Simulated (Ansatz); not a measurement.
## A hypothetical structure for Sr2MgP2

This structure for Sr2MgP2 is made up. Its elements were placed in a known structure type with a cell scaled to their sizes. What cell does the guess relax to, and how far off was it?

Calculated with Ansatz 0.2.0; DFT, PBEsol, plane-wave PAW, files of the set soft_1, scalar-relativistic, no spin, cell and ions relaxed at zero pressure; PAW set soft_1, in the first sound run; inputs show where later runs differ.

## Step 1: The structure

The structure is trigonal, space group P-3m1 (No. 164). The conventional cell has a = 4.908 Å, b = 4.908 Å, c = 7.725 Å, α = 90.00°, β = 90.00°, γ = 120.00°. Sr has 4 P at 3.00 to 3.10 Å nearest. Nearest to P lie 4 Sr at 3.00 to 3.10 Å. Nearest to Mg lie 6 P at 3.37 Å. Farther neighbours are not listed.

## Step 2: Relaxing cell and atoms

The guessed cell has no reason to be at equilibrium. It is relaxed with the atoms, within the space group of the guess.

The input, input.yaml:

```yaml
crystal:
  lattice:
    - [4.908, 0.0, 0.0]
    - [-2.454, 4.250452682, 0.0]
    - [0.0, 0.0, 7.725]
  atoms:
    - { symbol: Sr, position: [0.666666667, 0.333333333, 0.3627] }
    - { symbol: Sr, position: [0.333333333, 0.666666667, 0.6373] }
    - { symbol: P, position: [0.666666667, 0.333333333, 0.7639] }
    - { symbol: P, position: [0.333333333, 0.666666667, 0.2361] }
    - { symbol: Mg, position: [0.0, 0.0, 0.0] }
kpoints:
  mp_grid: { grid: [6, 6, 4] }
scf:
  occupations: { method: fermi_dirac, width: 0.05 }
hamiltonian:
  xc: pbesol
  pseudopotentials: { kind: paw, azcp: { folder: soft_1 }, xc_functional: pbe }
relax:
  f_tol: 0.015
  max_steps: 70
  cell: {}
output:
  forces: true
  stress: true
```

On the command line:

```sh
$ ansatz run input.yaml --threads 4 --pin off --max-ram 8192MiB --backend cpu --events-out ev --progress --plain --runs-dir out
```

Numbers of over 12 decimals in the logs are rounded to 6 here.

The log of the run:

```text
Engine: ansatz 0.2.0, x86_64-unknown-linux-gnu
Pseudopotentials: kind: paw
Pseudopotential: Sr, paw, valence charge 10, recommended cutoff 420 eV (normal), soft_1/Sr.paw.azcp
Pseudopotential: P, paw, valence charge 5, recommended cutoff 420 eV (normal), soft_1/P.paw.azcp
Pseudopotential: Mg, paw, valence charge 10, recommended cutoff 420 eV (normal), soft_1/Mg.paw.azcp
Functional definition: PBEsol
  exchange = pbesol_x
  correlation = pbesol_c
Crystal: 5 atoms, lattice volume = 161.153 Å³
Basis set: ecut = 420 eV, 3151 PW (Γ), exchange–correlation on 72×72×108 points (8 copies of the dense FFT grid, shifted against one another)
Bands: 25, of which v1, the nominal top of the filled ones, is band 20 counted from 1 (19 counted from 0)
Symmetry: 12 space group operations
Space group: P-3m1 (ITA 164), of the structure as read, at distance tolerance 5.4e-5 Å
k-points: 24 of 144
Non-local potential: Sr, projectors of the file, l = 0: 3, l = 1: 2, l = 2: 2
Non-local potential: P, projectors of the file, l = 0: 2, l = 1: 2, l = 2: 1
Non-local potential: Mg, projectors of the file, l = 0: 3, l = 1: 2, l = 2: 1
PAW form: soft (Blöchl's): semilocal exchange-correlation on the pseudo side does not see the compensation charge
PAW frozen core: Sr, regenerated for the run's functional, and the local potential with it (the file was generated under x = pbe(κ = 0.804, μ = 0.219515), c = pbe(β = 0.066725))
PAW frozen core: P, regenerated for the run's functional, and the local potential with it (the file was generated under x = pbe(κ = 0.804, μ = 0.219515), c = pbe(β = 0.066725))
PAW frozen core: Mg, regenerated for the run's functional, and the local potential with it (the file was generated under x = pbe(κ = 0.804, μ = 0.219515), c = pbe(β = 0.066725))
PAW one-centre angular grid: Sr, 110 points (default); XC on 64 Gauss nodes
PAW one-centre angular grid: P, 110 points (default); XC on 64 Gauss nodes
PAW one-centre angular grid: Mg, 110 points (default); XC on 64 Gauss nodes
Initial density: superposition of atomic densities (chi_scale 0.1, normalization cell, long waves kept (reshape's long-wave potential 0.11 eV rms))
Initial wavefunctions: pseudopotential atomic-orbital guess
Functional: x = pbesol(κ = 0.804, μ = 0.123457), c = pbesol(β = 0.046)
SCF iter   1: F=—  HF=-10381.363944 eV  |F-HF|=—  |Δ(HF+E_count)|=         —  Δρ=3.18e-2  dr2=9.16e0  ethr=3.10e-3  ⟨swp⟩=12.7  Hψ=4346  notcnv=0
preconditioner: auto → Resta (q_TF=auto, 2.163 Å⁻¹)  ε∞=5.5  [insulator: Δε(μ)=1.152 eV  Ē_g=5.536 eV  σ=0.050 eV  W_gap=1.00  n_scr=22 (ndim 8)  ℏωp=11.7 eV  f_vac=0.000  D(μ)=0.00/eV (n_scr^D=0)  ε∞_Penn≈5.5]
SCF iter   2: F=—  HF=-10379.568131 eV  |F-HF|=—  |Δ(HF+E_count)|=    1.80e0  Δρ=1.60e-2  dr2=1.70e0  ethr=3.10e-3  ⟨swp⟩=3.9  Hψ=1195  notcnv=0  defer=8
SCF iter   3: F=—  HF=-10379.187576 eV  |F-HF|=—  |Δ(HF+E_count)|=   3.81e-1  Δρ=4.96e-3  dr2=7.27e-2  ethr=3.10e-3  ⟨swp⟩=3.9  Hψ=992  notcnv=0  defer=8
SCF iter   4: F=—  HF=-10379.179963 eV  |F-HF|=—  |Δ(HF+E_count)|=   7.61e-3  Δρ=1.66e-3  dr2=1.35e-2  ethr=1.82e-4  ⟨swp⟩=4.4  Hψ=1214  notcnv=0  defer=5
SCF iter   5: F=—  HF=-10379.178205 eV  |F-HF|=—  |Δ(HF+E_count)|=   1.76e-3  Δρ=4.48e-4  dr2=6.75e-4  ethr=3.38e-5  ⟨swp⟩=2.0  Hψ=763  notcnv=0  defer=5
SCF iter   6: F=—  HF=-10379.178487 eV  |F-HF|=—  |Δ(HF+E_count)|=   2.83e-4  Δρ=1.59e-4  dr2=9.72e-5  ethr=1.69e-6  ⟨swp⟩=2.1  Hψ=933  notcnv=0  defer=5
SCF iter   7: F=—  HF=-10379.178520 eV  |F-HF|=—  |Δ(HF+E_count)|=   3.29e-5  Δρ=3.70e-5  dr2=3.71e-6  ethr=2.43e-7  ⟨swp⟩=2.2  Hψ=929  notcnv=0  defer=5
SCF iter   8: F=—  HF=-10379.178521 eV  |F-HF|=—  |Δ(HF+E_count)|=   1.16e-6  Δρ=1.28e-5  dr2=3.42e-7  ethr=9.27e-9  ⟨swp⟩=2.0  Hψ=1075  notcnv=0  defer=5
SCF iter   9: F=-10379.178521 eV  HF=-10379.178521 eV  |F-HF|=1.03e-8  |Δ(HF+E_count)|=   3.51e-8  Δρ=2.66e-6  dr2=2.52e-8  ethr=2.50e-10  ⟨swp⟩=6.0  Hψ=2583  notcnv=0
SCF 1 converged in 9 iterations: F = -10379.178521 eV  dr2 = 2.52e-8
  greatest PAW one-centre occupation: 1.000 electrons in one spin orbital (limit 2), on the Mg atom at site 4 (counted from 0), in its partial waves of l = 0
relax step   1: F+E_penalty+E_count = -10379.17852145 eV  Δ(F+E_penalty+E_count) = +0.000e0 eV  max|allowed force component| = 1.269e0 eV/Å  Δτ_max = 0.0000 Å  P = -4.221 GPa  Ω = 161.153 Å³  (9 SCF iters, dr2 threshold 1.00e-7 eV, accepted)
Crystal: 5 atoms, lattice volume = 149.684 Å³
Basis set: ecut = 420 eV, 2917 PW (Γ), exchange–correlation on 72×72×108 points (8 copies of the dense FFT grid, shifted against one another)
Initial density: handed on by an earlier stage of this run
Initial wavefunctions: those handed on with the density
iter 1 solved again at ethr=5.10e-4 eV; its pass at ethr=3.10e-3 eV (dr2=2.04e-1 eV) is discarded
SCF iter   1: F=—  HF=-10379.902529 eV  |F-HF|=—  |Δ(HF+E_count)|=         —  Δρ=7.10e-3  dr2=2.02e-1  ethr=5.10e-4  ⟨swp⟩=1.5  Hψ=4426  notcnv=0
preconditioner: auto → Resta (q_TF=auto, 2.190 Å⁻¹)  ε∞=5.4  [insulator: Δε(μ)=0.761 eV  Ē_g=5.762 eV  σ=0.050 eV  W_gap=1.00  n_scr=22 (ndim 8)  ℏωp=12.1 eV  f_vac=0.005  D(μ)=0.00/eV (n_scr^D=0)  ε∞_Penn≈5.4]
SCF iter   2: F=—  HF=-10379.861914 eV  |F-HF|=—  |Δ(HF+E_count)|=   4.06e-2  Δρ=3.75e-3  dr2=3.94e-2  ethr=5.06e-4  ⟨swp⟩=3.0  Hψ=894  notcnv=0
SCF iter   3: F=—  HF=-10379.851849 eV  |F-HF|=—  |Δ(HF+E_count)|=   1.01e-2  Δρ=8.38e-4  dr2=1.03e-3  ethr=9.84e-5  ⟨swp⟩=3.0  Hψ=1240  notcnv=0
SCF iter   4: F=—  HF=-10379.851642 eV  |F-HF|=—  |Δ(HF+E_count)|=   2.07e-4  Δρ=1.92e-4  dr2=1.28e-4  ethr=2.59e-6  ⟨swp⟩=2.1  Hψ=990  notcnv=0
SCF iter   5: F=—  HF=-10379.851632 eV  |F-HF|=—  |Δ(HF+E_count)|=   9.61e-6  Δρ=7.04e-5  dr2=1.18e-5  ethr=3.19e-7  ⟨swp⟩=2.4  Hψ=992  notcnv=0
SCF iter   6: F=—  HF=-10379.851635 eV  |F-HF|=—  |Δ(HF+E_count)|=   3.14e-6  Δρ=2.93e-5  dr2=1.54e-6  ethr=2.95e-8  ⟨swp⟩=2.0  Hψ=1078  notcnv=0
SCF iter   7: F=-10379.851635 eV  HF=-10379.851635 eV  |F-HF|=8.01e-8  |Δ(HF+E_count)|=   1.46e-7  Δρ=8.56e-6  dr2=2.23e-7  ethr=1.25e-9  ⟨swp⟩=5.3  Hψ=2345  notcnv=0
SCF 2 converged in 7 iterations: F = -10379.851635 eV  dr2 = 2.23e-7
relax step   2: F+E_penalty+E_count = -10379.85163517 eV  Δ(F+E_penalty+E_count) = -6.731e-1 eV  max|allowed force component| = 5.437e-1 eV/Å  Δτ_max = 0.1949 Å  P = -2.859 GPa  Ω = 149.684 Å³  energy of the carried Pulay correction = +2.613e-4 eV  (7 SCF iters, dr2 threshold 5.00e-7 eV, accepted)
Crystal: 5 atoms, lattice volume = 137.109 Å³
Basis set: ecut = 420 eV, 2657 PW (Γ), exchange–correlation on 72×72×108 points (8 copies of the dense FFT grid, shifted against one another)
[...]
SCF iter   4: F=—  HF=-10380.268403 eV  |F-HF|=—  |Δ(HF+E_count)|=   1.07e-4  Δρ=1.29e-4  dr2=2.74e-5  ethr=2.26e-6  ⟨swp⟩=2.7  Hψ=1008  notcnv=0
SCF iter   5: F=—  HF=-10380.268411 eV  |F-HF|=—  |Δ(HF+E_count)|=   7.68e-6  Δρ=4.61e-5  dr2=3.56e-6  ethr=6.84e-8  ⟨swp⟩=2.6  Hψ=920  notcnv=0
SCF iter   6: F=-10380.268412 eV  HF=-10380.268412 eV  |F-HF|=1.05e-7  |Δ(HF+E_count)|=   9.00e-7  Δρ=1.32e-5  dr2=3.06e-7  ethr=1.25e-9  ⟨swp⟩=6.0  Hψ=2638  notcnv=0
SCF 3 converged in 6 iterations: F = -10380.268412 eV  dr2 = 3.06e-7
relax step   3: F+E_penalty+E_count = -10380.26841179 eV  Δ(F+E_penalty+E_count) = -4.168e-1 eV  max|allowed force component| = 3.656e-1 eV/Å  Δτ_max = 0.1699 Å  P = -1.046 GPa  Ω = 137.109 Å³  energy of the carried Pulay correction = +5.709e-4 eV  (6 SCF iters, dr2 threshold 5.00e-7 eV, accepted)
[... from here on, the SCF cycles and remarks between the steps are left out ...]
relax step   4: F+E_penalty+E_count = -10380.46039664 eV  Δ(F+E_penalty+E_count) = -1.920e-1 eV  max|allowed force component| = 1.616e-1 eV/Å  Δτ_max = 0.1249 Å  P = +0.304 GPa  Ω = 130.515 Å³  energy of the carried Pulay correction = +7.440e-4 eV  (7 SCF iters, dr2 threshold 5.00e-7 eV, accepted)
relax step   5: F+E_penalty+E_count = -10380.51725901 eV  Δ(F+E_penalty+E_count) = -5.686e-2 eV  max|allowed force component| = 3.392e-1 eV/Å  Δτ_max = 0.1067 Å  P = +1.263 GPa  Ω = 127.479 Å³  energy of the carried Pulay correction = +8.264e-4 eV  (7 SCF iters, dr2 threshold 5.00e-7 eV, accepted)
relax step   6: F+E_penalty+E_count = -10380.55137763 eV  Δ(F+E_penalty+E_count) = -3.412e-2 eV  max|allowed force component| = 5.075e-2 eV/Å  Δτ_max = 0.0664 Å  P = +0.191 GPa  Ω = 130.304 Å³  energy of the carried Pulay correction = +7.497e-4 eV  (5 SCF iters, dr2 threshold 5.00e-7 eV, accepted)
relax step   7: F+E_penalty+E_count = -10380.55542228 eV  Δ(F+E_penalty+E_count) = -4.045e-3 eV  max|allowed force component| = 2.752e-2 eV/Å  Δτ_max = 0.0313 Å  P = +0.232 GPa  Ω = 130.371 Å³  energy of the carried Pulay correction = +7.479e-4 eV  (5 SCF iters, dr2 threshold 4.10e-7 eV, accepted)
relax step   8: F+E_penalty+E_count = -10380.55551976 eV  Δ(F+E_penalty+E_count) = -9.748e-5 eV  max|allowed force component| = 2.199e-2 eV/Å  Δτ_max = 0.0079 Å  P = -0.092 GPa  Ω = 131.150 Å³  energy of the carried Pulay correction = +7.270e-4 eV  (5 SCF iters, dr2 threshold 1.91e-7 eV, accepted)
relax step   9: F+E_penalty+E_count = -10380.55592557 eV  Δ(F+E_penalty+E_count) = -4.058e-4 eV  max|allowed force component| = 1.436e-2 eV/Å  Δτ_max = 0.0080 Å  P = -0.038 GPa  Ω = 131.156 Å³  energy of the carried Pulay correction = +7.269e-4 eV  (6 SCF iters, dr2 threshold 8.93e-8 eV, accepted)
relax step  10: F+E_penalty+E_count = -10380.55600588 eV  Δ(F+E_penalty+E_count) = -8.031e-5 eV  max|allowed force component| = 3.367e-4 eV/Å  Δτ_max = 0.0039 Å  P = +0.000 GPa  Ω = 130.995 Å³  energy of the carried Pulay correction = +7.312e-4 eV  (5 SCF iters, dr2 threshold 1.34e-8 eV, accepted)
Basis set: ecut = 420 eV, 2583 PW (Γ), exchange–correlation on 72×72×90 points (8 copies of the dense FFT grid, shifted against one another)
Initial wavefunctions: pseudopotential atomic-orbital guess (no wavefunctions were taken with the density)
iter 1 solved again at ethr=4.99e-7 eV; its pass at ethr=3.10e-3 eV (dr2=2.00e-4 eV) is discarded
SCF iter   1: F=—  HF=-10380.555401 eV  |F-HF|=—  |Δ(HF+E_count)|=         —  Δρ=6.94e-5  dr2=6.85e-7  ethr=4.99e-7  ⟨swp⟩=4.6  Hψ=6063  notcnv=0
preconditioner: auto → Kerker (q_TF=auto, 2.239 Å⁻¹)  [metal: Δε(μ)=0.047 eV  Ē_g=11.774 eV  σ=0.050 eV  W_gap=0.23  n_scr=22 (ndim 8)  ℏωp=17.2 eV  f_vac=0.009  D(μ)=0.17/eV (n_scr^D=0)]
SCF iter   2: F=—  HF=-10380.555399 eV  |F-HF|=—  |Δ(HF+E_count)|=   1.66e-6  Δρ=3.59e-5  dr2=1.89e-7  ethr=1.71e-9  ⟨swp⟩=2.7  Hψ=1237  notcnv=0
SCF iter   3: F=—  HF=-10380.555400 eV  |F-HF|=—  |Δ(HF+E_count)|=   7.46e-7  Δρ=2.39e-6  dr2=4.21e-9  ethr=4.73e-10  ⟨swp⟩=2.0  Hψ=1069  notcnv=0
SCF iter   4: F=—  HF=-10380.555400 eV  |F-HF|=—  |Δ(HF+E_count)|=   1.42e-9  Δρ=8.37e-7  dr2=1.13e-9  ethr=1.05e-11  ⟨swp⟩=2.3  Hψ=1064  notcnv=0
SCF iter   5: F=—  HF=-10380.555400 eV  |F-HF|=—  |Δ(HF+E_count)|=  1.09e-10  Δρ=2.52e-7  dr2=2.66e-10  ethr=2.82e-12  ⟨swp⟩=2.4  Hψ=998  notcnv=0
SCF iter   6: F=—  HF=-10380.555400 eV  |F-HF|=—  |Δ(HF+E_count)|=  2.55e-11  Δρ=1.43e-7  dr2=7.67e-11  ethr=1.00e-12  ⟨swp⟩=1.1  Hψ=620  notcnv=0
SCF iter   7: F=-10380.555400 eV  HF=-10380.555400 eV  |F-HF|=1.82e-12  |Δ(HF+E_count)|=  3.64e-12  Δρ=3.38e-8  dr2=3.90e-12  ethr=1.00e-12  ⟨swp⟩=5.5  Hψ=2212  notcnv=0
SCF 11 converged in 7 iterations: F = -10380.555400 eV  dr2 = 3.90e-12
relax step  11: F+E_penalty+E_count = -10380.55539986 eV  Δ(F+E_penalty+E_count) = +6.060e-4 eV  max|allowed force component| = 2.789e-4 eV/Å  Δτ_max = 0.0000 Å  P = -0.000 GPa  Ω = 130.995 Å³  stress off target by 3.30e-3 GPa  SCF on the basis re-selected at this cell (its energy is not comparable with the rows above)  (7 SCF iters)
basis re-selected at this cell: Δ(F+E_penalty+E_count) = +6.060e-4 eV, ΔP = -0.000 GPa vs the last step (what re-selecting the basis moved, of the pressure what is left beyond the Pulay correction that the steps carried, after the strain that the cell walked since its last selection, with what the two solves' SCF thresholds leave and, on support functions, any second-order correction that the steps lacked; it is no measure of the basis error at this ecutwfc). The dense FFT grid was sized anew with the basis: this SCF ran on 36×36×45 points, the steps before it on 36×36×54, so part of this shift can come from that change (see relax.cell in the input reference). [rest of the remark cut]
SCF converged after 7 iterations
Free energy (F): -10380.555400 eV
Harris-Foulkes:  -10380.555400 eV  (|F-HF|=1.82e-12)
Internal energy: -10380.553944 eV  (E = F + TS)
E sigma→0 (E₀):  -10380.554672 eV
Entropy (-TS):   -0.001456 eV (-0.291 meV/atom)
Fermi energy:    7.015591 eV
--- Per-component energies (eV) ---
  E_band       = -530.615174
  E_kinetic    = 674.808177
  E_local      = -3329.830424  (includes V_loc(G=0)·N_el)
  E_nonlocal   = 729.417457
  E_hartree    = 1004.445480
  E_xc         = -518.882525
  E_vxc        = -468.056552  (∫ρ·V_xc dr)
  E_paw        = -6657.429202  (= ΣΔE_a)
  E_vpaw       = -145.844632  (= ΣTr[D̂ρ^β])
  E_aug_tail   = -0.000176  (compensation charges beyond the density's cutoff)
  E_ewald      = -2283.502482
  E_core_change = 0.419751  (= ΣΔE_core)
  E_smearing   = -0.001456  (= −TS)
  E_closure    = -0.000000  (closes the sum)
  Σ components = -10380.555400   (vs F -10380.555400, Δ=0.00e0)
--- Forces (eV/Å), atoms counted from 1 ---
  atom   1  Sr     0.00000000     0.00000000     0.00027888
  atom   2  Sr    -0.00000000    -0.00000000    -0.00027888
  atom   3  P      0.00000000     0.00000000    -0.00016270
  atom   4  P      0.00000000    -0.00000000     0.00016270
  atom   5  Mg     0.00000000    -0.00000000     0.00000000
  max |Σ_I F_I| component: 2.31e-18 eV/Å
--- Stress (GPa, compression-positive) ---
        0.001246       0.000000      -0.000000
        0.000000       0.001246      -0.000000
       -0.000000      -0.000000      -0.003296
  P = ⅓ Tr σ = -0.0003 GPa (-0.003 kbar)
--- Relaxed structure (10 steps of the walk, 10 accepted, 1 SCFs on fresh bases) ---
  F+E_penalty+E_count = -10380.55539986 eV   max|allowed force component| = 2.789e-4 eV/Å   (the final SCF, on the basis selected at the relaxed cell)
  cell:  # Å, volume = 130.9948 Å³
    - [4.888566, 0, -1.1616397192790338e-16]
    - [-2.444283, 4.233623, 5.808198596395169e-17]
    - [-1.8283754749779935e-16, 0, 6.329370]
  atoms:
    - { symbol: Sr, position: [0.666667, 0.333333, 0.294062] }
    - { symbol: Sr, position: [0.333333, 0.666667, 0.705938] }
    - { symbol: P, position: [0.666667, 0.333333, 0.801281] }
    - { symbol: P, position: [0.333333, 0.666667, 0.198719] }
    - { symbol: Mg, position: [0, 0, 7.185909544499395e-19] }
```

Wall time 12 s (4 threads of AMD EPYC 7B13 (Zen 3), shared host); peak memory 0.56 GiB.

Relaxation path:

| step | energy less that of the first step (eV) | largest force component (eV/Å) | pressure (GPa) | volume (Å³) |
| --- | --- | --- | --- | --- |
| 1 | 0.0000 | 1.2687 | -4.22 | 161.15 |
| 2 | -0.6731 | 0.5437 | -2.86 | 149.68 |
| 3 | -1.0899 | 0.3656 | -1.05 | 137.11 |
| 4 | -1.2819 | 0.1616 | 0.30 | 130.51 |
| 5 | -1.3387 | 0.3392 | 1.26 | 127.48 |
| 6 | -1.3729 | 0.0507 | 0.19 | 130.30 |
| 7 | -1.3769 | 0.0275 | 0.23 | 130.37 |
| 8 | -1.3770 | 0.0220 | -0.09 | 131.15 |
| 9 | -1.3774 | 0.0144 | -0.04 | 131.16 |
| 10 | -1.3775 | 0.0003 | 0.00 | 130.99 |
| 11* | -1.3769 | 0.0003 | 0.00 | 130.99 |

Relaxation steps marked * repeat the geometry before them on a plane-wave basis chosen anew for their cell, so energy and pressure can jump there.

Forces are held to the 12 operations that the run works with; a distortion that breaks them can't arise in this run.

| cell as run | before | after | change |
| --- | --- | --- | --- |
| a (Å) | 4.908 | 4.889 | -0.4 % |
| b (Å) | 4.908 | 4.889 | -0.4 % |
| c (Å) | 7.725 | 6.329 | -18.1 % |
| volume (Å³/atom) | 32.23 | 26.20 | -18.7 % |

The atoms that moved most (Å, as changes of fractional coordinates times the final cell):

| atom | dx | dy | dz | length |
| --- | --- | --- | --- | --- |
| Sr2 | 0.000 | 0.000 | 0.434 | 0.434 |
| Sr1 | 0.000 | 0.000 | -0.434 | 0.434 |
| P3 | 0.000 | 0.000 | 0.237 | 0.237 |
| P4 | 0.000 | 0.000 | -0.237 | 0.237 |

Numbers from this step:

* free energy: -10380.5554 eV
* energy at zero smearing: -10380.5547 eV
* smearing term TS: 0.001456 eV
* Fermi energy: 7.016 eV
* gap by band count: 0.04744 eV
* electrons: 40
* symmetry operations: 12
* pressure: -2.68e-4 GPa

The shortest distance of each pair, which need not be the same contact before and after:

| pair | guess (Å) | relaxed (Å) |
| --- | --- | --- |
| P–Sr | 2.998 | 2.886 |
| Mg–P | 3.370 | 3.090 |
| Mg–Sr | 3.985 | 3.381 |
| P–P | 4.619 | 3.781 |
| Sr–Sr | 3.540 | 3.842 |

The relaxation ends with a largest force component of 2.8e-4 eV/Å and a pressure of 0.00 GPa.

(Part 1 of 2 ends here.)

[Logs are printed without paths, hosts, clocks, repeated set-up lines and the standing remarks that a program may print on its own settings, such as how far it seeks lower states.]

[Hosts, paths, dates, database ids (printed as entryN), source tags and the programs' standing remarks are cut or masked in the printed files.]
